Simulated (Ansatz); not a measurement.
# Na on Al(110): change of the work function

Wanted: Δφ(θ) for Na/Al(110), starting from the hollow site.

Calculated with Ansatz 0.2.0; plane-wave DFT, LDA, Ansatz PAW.

## Step 1: The starting structure

The cell holds 5 atoms: 5 Al. Cell: a = 4.050 Å, b = 2.864 Å, c = 23.728 Å, α = 90.0°, β = 90.0°, γ = 90.0°. Vacuum lies along c.

## Step 2: The clean slab

The bare slab comes first, as the zero from which every change is counted. The two lowest layers are held at bulk places and the upper ones relax. The dipole correction removes the false field that a one-sided slab makes across the periodic vacuum, so each face gets a flat vacuum level of its own.

input.yaml reads:

```yaml
crystal:
  lattice:
    - [4.05, 0.0, 0.0]
    - [0.0, 2.8637824638, 0.0]
    - [0.0, 0.0, 23.7275649276]
  atoms:
    - { symbol: Al, position: [0.0, 0.0, 0.3793056737] }
    - { symbol: Al, position: [0.5, 0.5, 0.4396528368] }
    - { symbol: Al, position: [0.0, 0.0, 0.5] }
    - { symbol: Al, position: [0.5, 0.5, 0.5603471632] }
    - { symbol: Al, position: [0.0, 0.0, 0.6206943263] }
kpoints:
  mp_grid: { grid: [8, 10, 1] }
hamiltonian:
  xc: lda
scf:
  occupations: { method: fermi_dirac, width: 0.1 }
  convergence: { dr2_threshold: 1.0e-08 }
efield:
  axis: 3
  dipole_correction: true
  ramp_position: 0.97
  ramp_width: 0.06
relax:
  f_tol: 0.02
  max_steps: 60
  constraints: [{ sites: [0, 1] }]
output:
  write_potential: true
  write_density: true
  volumetric_format: npy
```

Launch:

```
$ ansatz run input.yaml --threads 4 --pin off --max-ram 6144MiB --backend cpu --events-out ev --progress --plain --runs-dir out
```

Log:

```text
Engine: ansatz 0.2.0, aarch64-unknown-linux-gnu
Pseudopotentials: kind: paw
Pseudopotential: Al, paw, valence charge 3, recommended cutoff 420 eV (normal), Al.paw.azcp
Functional definition: SPW92
  exchange = slater_x
  correlation = pw_c
Crystal: 5 atoms, lattice volume = 275.200 Å³
Basis set: ecut = 420 eV, 5383 PW (Γ)
Bands: 13, of which v1, the nominal top of the filled ones, is band 8 counted from 1 (7 counted from 0)
Symmetry: 4 space group operations
k-points: 30 of 80
Non-local potential: Al, projectors of the file, l = 0: 2, l = 1: 2, l = 2: 1
PAW form: soft (Blöchl's): semilocal exchange-correlation on the pseudo side does not see the compensation charge
PAW frozen core: Al, regenerated for the run's functional, and the local potential with it (the file was generated under x = pbe(κ = 0.804, μ = 0.219515), c = pbe(β = 0.066725))
PAW one-centre angular grid: Al, 110 points (default); XC on 64 Gauss nodes
Initial density: superposition of atomic densities (neutral atoms: chi_scale 0, normalization atom), corrected by the library's trained network
Initial wavefunctions: pseudopotential atomic-orbital guess
Functional: x = slater, c = lda
SCF iter   1: F=—  HF=-2562.693863 eV  |F-HF|=—  |Δ(HF+E_count)|=         —  Δρ=2.01e-3  dr2=1.43e-2  ethr=1.77e-3  p=0.000 e·Å  D=8.51e-15 V/Å  ΔV_dip=-0.00 eV  dr2_dipole=1.87e-8  V_vac-E_F(+/−)=4.13/4.13 eV  ⟨swp⟩=8.7  Hψ=3190  notcnv=0
efield: sawtooth ramp at fractional position 0.9700 (set: `efield.ramp_position`, or a place that a band, a saddle search or an elastic batch's reference lends), width 0.0600; the density the first Hamiltonian is built on has a dipole p = 0.000 e·Å; the dipole correction subtracts the counter field D = 8.51e-15 V/Å, which shifts the + side's vacuum level by -0.00 eV against the − side's; the planar-averaged density in the ramp window peaks in size at 5.3e-6 e/Å³
preconditioner: auto → LDOS  [metal: Δε(μ)=0.012 eV  Ē_g=6.199 eV  σ=0.100 eV  W_gap=0.03  n_scr=22 (ndim 8)  ℏωp=8.7 eV  f_vac=0.557  D(μ)=2.59/eV (n_scr^D=8)  β→1.0]
SCF iter   2: F=—  HF=-2562.691051 eV  |F-HF|=—  |Δ(HF+E_count)|=   2.81e-3  Δρ=3.92e-4  dr2=4.74e-4  ethr=9.55e-5  p=0.000 e·Å  D=6.70e-6 V/Å  ΔV_dip=-0.00 eV  dr2_dipole=3.03e-8  V_vac-E_F(+/−)=4.15/4.15 eV  ⟨swp⟩=2.7  Hψ=927  notcnv=0
SCF iter   3: F=—  HF=-2562.691255 eV  |F-HF|=—  |Δ(HF+E_count)|=   2.04e-4  Δρ=1.27e-4  dr2=1.04e-4  ethr=3.16e-6  p=0.000 e·Å  D=3.74e-6 V/Å  ΔV_dip=-0.00 eV  dr2_dipole=5.26e-11  V_vac-E_F(+/−)=4.15/4.15 eV  ⟨swp⟩=2.4  Hψ=720  notcnv=0
SCF iter   4: F=—  HF=-2562.691261 eV  |F-HF|=—  |Δ(HF+E_count)|=   6.21e-6  Δρ=2.91e-5  dr2=2.83e-6  ethr=6.92e-7  p=0.000 e·Å  D=1.04e-6 V/Å  ΔV_dip=-0.00 eV  dr2_dipole=2.41e-11  V_vac-E_F(+/−)=4.15/4.15 eV  ⟨swp⟩=2.3  Hψ=639  notcnv=0
SCF iter   5: F=—  HF=-2562.691270 eV  |F-HF|=—  |Δ(HF+E_count)|=   9.43e-6  Δρ=3.64e-6  dr2=9.33e-8  ethr=1.88e-8  p=0.000 e·Å  D=2.10e-7 V/Å  ΔV_dip=-0.00 eV  dr2_dipole=4.95e-12  V_vac-E_F(+/−)=4.15/4.15 eV  ⟨swp⟩=2.3  Hψ=666  notcnv=0
SCF iter   6: F=-2562.691270 eV  HF=-2562.691270 eV  |F-HF|=1.01e-8  |Δ(HF+E_count)|=   4.42e-8  Δρ=9.68e-7  dr2=5.08e-9  ethr=6.67e-11  p=0.000 e·Å  D=2.40e-8 V/Å  ΔV_dip=-0.00 eV  dr2_dipole=6.92e-15  V_vac-E_F(+/−)=4.15/4.15 eV  ⟨swp⟩=10.0  Hψ=2689  notcnv=0
SCF 1 converged in 6 iterations: F = -2562.691270 eV  dr2 = 5.08e-9
  greatest PAW one-centre occupation: 0.495 electrons in one spin orbital (limit 2), on the Al atom at site 0 (counted from 0), in its partial waves of l = 0
relax step   1: F+E_penalty+E_count = -2562.69127038 eV  Δ(F+E_penalty+E_count) = +0.000e0 eV  max|allowed force component| = 3.980e-1 eV/Å  Δτ_max = 0.0000 Å  (6 SCF iters, accepted)
Initial density: handed on by an earlier stage of this run
Initial wavefunctions: those handed on with the density
iter 1 solved again at ethr=4.00e-4 eV; its pass at ethr=3.10e-3 eV (dr2=6.01e-2 eV) is discarded
SCF iter   1: F=—  HF=-2562.741778 eV  |F-HF|=—  |Δ(HF+E_count)|=         —  Δρ=2.17e-3  dr2=6.68e-2  ethr=4.00e-4  p=0.000 e·Å  D=2.36e-8 V/Å  ΔV_dip=-0.00 eV  dr2_dipole=2.10e-3  V_vac-E_F(+/−)=4.21/4.21 eV  ⟨swp⟩=1.5  Hψ=2590  notcnv=0
efield: sawtooth ramp at fractional position 0.9700 (set: `efield.ramp_position`, or a place that a band, a saddle search or an elastic batch's reference lends), width 0.0600; the density the first Hamiltonian is built on has a dipole p = 0.000 e·Å; the dipole correction subtracts the counter field D = 2.36e-8 V/Å, which shifts the + side's vacuum level by -0.00 eV against the − side's; the planar-averaged density in the ramp window peaks in size at 7.3e-8 e/Å³
eigensolver tolerance schedule calibrated: the retry pair's looser diagonalisation under-reported the residual by θ = 0.10 (0.11/decade); ethr = c·dr2/N_el runs at the constant in force after the calibration composes with the one it found (an armed cap, an earlier calibration), c = 7.8e-2
preconditioner: auto → LDOS  [metal: Δε(μ)=0.012 eV  Ē_g=6.316 eV  σ=0.100 eV  W_gap=0.03  n_scr=22 (ndim 8)  ℏωp=8.7 eV  f_vac=0.564  D(μ)=2.51/eV (n_scr^D=8)  β→1.0]
SCF iter   2: F=—  HF=-2562.732921 eV  |F-HF|=—  |Δ(HF+E_count)|=   8.86e-3  Δρ=1.05e-3  dr2=9.46e-3  ethr=3.48e-4  p=0.004 e·Å  D=2.86e-3 V/Å  ΔV_dip=-0.07 eV  dr2_dipole=5.02e-5  V_vac-E_F(+/−)=4.09/4.16 eV  ⟨swp⟩=2.7  Hψ=694  notcnv=0
SCF iter   3: F=—  HF=-2562.731437 eV  |F-HF|=—  |Δ(HF+E_count)|=   1.48e-3  Δρ=2.22e-4  dr2=5.93e-4  ethr=4.93e-5  p=-0.000 e·Å  D=-2.19e-4 V/Å  ΔV_dip=0.01 eV  dr2_dipole=4.45e-5  V_vac-E_F(+/−)=4.17/4.16 eV  ⟨swp⟩=2.4  Hψ=636  notcnv=0
SCF iter   4: F=—  HF=-2562.731392 eV  |F-HF|=—  |Δ(HF+E_count)|=   4.52e-5  Δρ=4.25e-5  dr2=2.03e-5  ethr=3.09e-6  p=-0.000 e·Å  D=-2.62e-4 V/Å  ΔV_dip=0.01 eV  dr2_dipole=5.31e-7  V_vac-E_F(+/−)=4.17/4.16 eV  ⟨swp⟩=2.3  Hψ=630  notcnv=0
SCF iter   5: F=—  HF=-2562.731392 eV  |F-HF|=—  |Δ(HF+E_count)|=   1.08e-7  Δρ=9.83e-6  dr2=4.30e-7  ethr=1.06e-7  p=-0.001 e·Å  D=-4.54e-4 V/Å  ΔV_dip=0.01 eV  dr2_dipole=2.83e-8  V_vac-E_F(+/−)=4.17/4.16 eV  ⟨swp⟩=2.3  Hψ=601  notcnv=0
SCF iter   6: F=—  HF=-2562.731401 eV  |F-HF|=—  |Δ(HF+E_count)|=   8.84e-6  Δρ=2.18e-6  dr2=3.17e-8  ethr=2.24e-9  p=-0.001 e·Å  D=-4.99e-4 V/Å  ΔV_dip=0.01 eV  dr2_dipole=6.76e-12  V_vac-E_F(+/−)=4.17/4.16 eV  ⟨swp⟩=2.5  Hψ=680  notcnv=0
SCF iter   7: F=-2562.731401 eV  HF=-2562.731401 eV  |F-HF|=4.56e-9  |Δ(HF+E_count)|=   4.88e-8  Δρ=4.28e-7  dr2=8.09e-10  ethr=5.21e-11  p=-0.001 e·Å  D=-5.08e-4 V/Å  ΔV_dip=0.01 eV  dr2_dipole=6.26e-11  V_vac-E_F(+/−)=4.17/4.16 eV  ⟨swp⟩=9.5  Hψ=2554  notcnv=0
SCF 2 converged in 7 iterations: F = -2562.731401 eV  dr2 = 8.09e-10
relax step   2: F+E_penalty+E_count = -2562.73140065 eV  Δ(F+E_penalty+E_count) = -4.013e-2 eV  max|allowed force component| = 1.140e-1 eV/Å  Δτ_max = 0.1940 Å  (7 SCF iters, accepted)
SCF iter   1: F=—  HF=-2562.733621 eV  |F-HF|=—  |Δ(HF+E_count)|=         —  Δρ=4.28e-4  dr2=2.42e-3  ethr=1.38e-4  p=-0.001 e·Å  D=-5.08e-4 V/Å  ΔV_dip=0.01 eV  dr2_dipole=4.73e-4  V_vac-E_F(+/−)=4.18/4.17 eV  ⟨swp⟩=2.1  Hψ=1263  notcnv=0
efield: sawtooth ramp at fractional position 0.9700 (set: `efield.ramp_position`, or a place that a band, a saddle search or an elastic batch's reference lends), width 0.0600; the density the first Hamiltonian is built on has a dipole p = -0.001 e·Å; the dipole correction subtracts the counter field D = -5.08e-4 V/Å, which shifts the + side's vacuum level by +0.01 eV against the − side's; the planar-averaged density in the ramp window peaks in size at 8.8e-8 e/Å³
preconditioner: auto → LDOS  [metal: Δε(μ)=0.012 eV  Ē_g=6.301 eV  σ=0.100 eV  W_gap=0.03  n_scr=22 (ndim 8)  ℏωp=8.7 eV  f_vac=0.564  D(μ)=2.47/eV (n_scr^D=8)  β→1.0]
SCF iter   2: F=—  HF=-2562.733218 eV  |F-HF|=—  |Δ(HF+E_count)|=   4.02e-4  Δρ=1.48e-4  dr2=1.11e-4  ethr=1.61e-5  p=-0.000 e·Å  D=-1.38e-4 V/Å  ΔV_dip=0.00 eV  dr2_dipole=4.71e-6  V_vac-E_F(+/−)=4.17/4.17 eV  ⟨swp⟩=2.6  Hψ=863  notcnv=0
SCF iter   3: F=—  HF=-2562.733244 eV  |F-HF|=—  |Δ(HF+E_count)|=   2.57e-5  Δρ=3.57e-5  dr2=1.35e-5  ethr=7.37e-7  p=-0.000 e·Å  D=-1.91e-4 V/Å  ΔV_dip=0.00 eV  dr2_dipole=5.35e-9  V_vac-E_F(+/−)=4.17/4.17 eV  ⟨swp⟩=2.3  Hψ=635  notcnv=0
SCF iter   4: F=—  HF=-2562.733245 eV  |F-HF|=—  |Δ(HF+E_count)|=   1.36e-6  Δρ=9.12e-6  dr2=7.34e-7  ethr=8.99e-8  p=-0.000 e·Å  D=-2.96e-4 V/Å  ΔV_dip=0.01 eV  dr2_dipole=3.73e-8  V_vac-E_F(+/−)=4.17/4.17 eV  ⟨swp⟩=2.3  Hψ=614  notcnv=0
SCF iter   5: F=—  HF=-2562.733253 eV  |F-HF|=—  |Δ(HF+E_count)|=   7.84e-6  Δρ=1.84e-6  dr2=3.91e-8  ethr=4.89e-9  p=-0.000 e·Å  D=-3.03e-4 V/Å  ΔV_dip=0.01 eV  dr2_dipole=2.37e-11  V_vac-E_F(+/−)=4.17/4.17 eV  ⟨swp⟩=2.4  Hψ=637  notcnv=0
SCF iter   6: F=-2562.733253 eV  HF=-2562.733253 eV  |F-HF|=2.87e-9  |Δ(HF+E_count)|=   4.75e-8  Δρ=3.50e-7  dr2=7.82e-10  ethr=6.67e-11  p=-0.000 e·Å  D=-3.13e-4 V/Å  ΔV_dip=0.01 eV  dr2_dipole=3.74e-12  V_vac-E_F(+/−)=4.17/4.17 eV  ⟨swp⟩=9.4  Hψ=2546  notcnv=0
SCF 3 converged in 6 iterations: F = -2562.733253 eV  dr2 = 7.82e-10
  greatest PAW one-centre occupation: 0.496 electrons in one spin orbital (limit 2), on the Al atom at site 0 (counted from 0), in its partial waves of l = 0
relax step   3: F+E_penalty+E_count = -2562.73325321 eV  Δ(F+E_penalty+E_count) = -1.853e-3 eV  max|allowed force component| = 1.324e-2 eV/Å  Δτ_max = 0.0283 Å  (6 SCF iters, accepted)
NSCF: frozen V_eff on 30 k-points
the band table was solved once a step of the walk had ended and its energy, with any forces and stress, was formed, with the checks that follow a solve (3656 applications of the Hamiltonian). They found nothing against the state; the energy, forces and stress were not computed again (output.eigenvalues in the input reference)
WARN: The output density's exchange-correlation potential varies sharply where the density is thin. Do not read a vacuum level from v_tot or v_xc, or from such a field of the output density. On a cell that repeats whose density bears no net charge and no dipole along the vacuum's axis use v_es (v_loc + v_h of the components); under efield.dipole_correction with no amplitude use v_es + v_field, which holds any externa [...]
SCF converged after 6 iterations
Free energy (F): -2562.733253 eV
Harris-Foulkes:  -2562.733253 eV  (|F-HF|=2.87e-9)
Internal energy: -2562.654114 eV  (E = F + TS)
E sigma→0 (E₀):  -2562.693684 eV
Entropy (-TS):   -0.079139 eV (-15.828 meV/atom)
Fermi energy:    -0.516149 eV
Dipole field:    D = -0.000311 V/Å  (p = -0.000473 e·Å, saw-weighted, corrected)
Work function:   Φ+ = 4.1749 eV   Φ− = 4.1675 eV
Levels:          The Fermi level and band energies are counted from a zero that moves with the ramp; work functions are not
--- Per-component energies (eV) ---
  E_band       = -70.290874
  E_kinetic    = 108.624271
  E_local      = -3379.158919  (includes V_loc(G=0)·N_el)
  E_nonlocal   = 55.814219
  E_hartree    = 1652.891609
  E_xc         = -192.895935
  E_vxc        = -141.536789  (∫ρ·V_xc dr)
  E_paw        = -2216.097524  (= ΣΔE_a)
  E_vpaw       = -19.815900  (= ΣTr[D̂ρ^β])
  E_aug_tail   = -0.000019  (compensation charges beyond the density's cutoff)
  E_efield     = 0.000000  (sawtooth field / dipole correction)
  E_vefield    = -0.000333  (∫n·V_field dr)
  E_ewald      = 1407.889602
  E_core_change = 0.278583  (= ΣΔE_core)
  E_smearing   = -0.079139  (= −TS)
  E_closure    = 0.000000  (closes the sum)
  Σ components = -2562.733253   (vs F -2562.733253, Δ=0.00e0)
--- Forces (eV/Å), atoms counted from 1 ---
  atom   1  Al     0.00000000     0.00000000     0.25735134
  atom   2  Al     0.00000000     0.00000000    -0.27128418
  atom   3  Al     0.00000000     0.00000000     0.01324364
  atom   4  Al     0.00000000     0.00000000     0.00348188
  atom   5  Al     0.00000000     0.00000000    -0.00290038
  max |Σ_I F_I| component: 1.08e-4 eV/Å
--- Band table (eV; the first three rows and the last of 30) ---
  k-point 0: bands = [... 4 lower, -3.1165, -1.7518, -1.4421, -1.1723, 0.1029, 1.2273, 1.6576, 2.8728, ... 1 higher]
  k-point 1: bands = [... 4 lower, -2.9526, -1.5805, -1.2783, -1.0161, 0.2685, 1.3914, 1.7985, 2.5722, ... 1 higher]
  k-point 2: bands = [... 4 lower, -2.4604, -1.1290, -0.7867, -0.6913, 0.1599, 0.7087, 1.5174, 1.8834, ... 1 higher]
  k-point 29: bands = [... 4 lower, -3.3283, -3.2145, -3.0262, -1.9691, -1.2058, -0.2064, 0.1560, 0.3717, ... 1 higher]
--- Relaxed structure (3 steps of the walk, 3 accepted, 0 SCFs on fresh bases) ---
  F+E_penalty+E_count = -2562.73325321 eV   max|allowed force component| = 1.324e-2 eV/Å
  atoms:
    - { symbol: Al, position: [0.0, 0.0, 0.3793056737] }
    - { symbol: Al, position: [0.5, 0.5, 0.4396528368] }
    - { symbol: Al, position: [0.0, 0.0, 0.496396] }
    - { symbol: Al, position: [0.5, 0.5, 0.558089] }
    - { symbol: Al, position: [0.0, 0.0, 0.611527] }
```

The job ended after 22 s (4 threads of Arm Neoverse N1, shared host; peak memory 0.45 GiB).

In the SCF lines HF is the Harris–Foulkes energy and dr2 the Hartree energy of the density residual, in eV; the loop may stop once dr2 is under the threshold and the program's other checks hold. Hψ counts applications of the Hamiltonian.

Step by step:

```tsv
step	energy less that of the first step (eV)	largest force component (eV/Å)
1	0.0000	0.3980
2	-0.0401	0.1140
3	-0.0420	0.0132
```

Forces are held to the 4 operations that the program found; a distortion that breaks them can't arise in this run.

The atoms that moved most (Å):

```tsv
atom	dx	dy	dz	length
Al5	0.000	0.000	-0.218	0.218
Al3	0.000	0.000	-0.086	0.086
Al4	0.000	0.000	-0.054	0.054
```

Final coordinates:

```cif
data_structure
_symmetry_space_group_name_H-M 'P 1'
_symmetry_Int_Tables_number 1
_cell_length_a 4.0500
_cell_length_b 2.8638
_cell_length_c 23.7276
_cell_angle_alpha 90.000
_cell_angle_beta 90.000
_cell_angle_gamma 90.000
_cell_volume 275.20
loop_
_atom_site_label
_atom_site_type_symbol
_atom_site_fract_x
_atom_site_fract_y
_atom_site_fract_z
_atom_site_occupancy
Al1 Al 0.00000 0.00000 0.37931 1
Al2 Al 0.50000 0.50000 0.43965 1
Al3 Al 0.00000 0.00000 0.49640 1
Al4 Al 0.50000 0.50000 0.55809 1
Al5 Al 0.00000 0.00000 0.61153 1
```

This step gave:

| Property | Result |
| --- | --- |
| energy at zero smearing | -2562.6937 eV |
| work function, upper face | 4.175 eV |
| dipole along the normal | -4.73e-4 e·Å |

Running mean over 1.432 Å of the planar mean; the ramp of the sawtooth is left out. Electron's electrostatic potential energy less the Fermi level against z:

z (Å), electron's electrostatic potential energy less the Fermi level (eV) and a bar from the least value:
```
        3       4.17 ##############################
        4       4.17 ##############################
        5       4.16 ##############################
        6       4.13 ##############################
        7       3.76 #############################
        8       0.79 ###################
        9      -3.60 #####
       10      -4.65 #
       11      -4.99 
       12      -4.70 #
       13      -4.79 #
       14      -5.10 
       15      -1.79 ###########
       16       2.83 ##########################
       17       4.05 ##############################
       18       4.16 ##############################
       19       4.17 ##############################
       20       4.17 ##############################
```

The relaxation took 3 steps and lowered the energy by 0.042 eV; the largest force on the free atoms ends at 0.013 eV/Å.

The work function of the upper face is 4.17 eV.

(Part 1 of 5 ends here.)

[Long decimals in the printed logs are rounded to 6 places.]

[Logs are printed without paths, hosts, clocks, repeated set-up lines and the standing remarks that a program may print on its own settings, such as how far it seeks lower states.]

[Hosts, paths, dates, database ids (printed as entryN), source tags and the programs' standing remarks are cut or masked in the printed files.]

[Maps of the electrostatic potential energy from Ansatz leave out the sawtooth potential of an applied field or a dipole correction, so their vacuum need not be flat; planar profiles and work functions include it.]
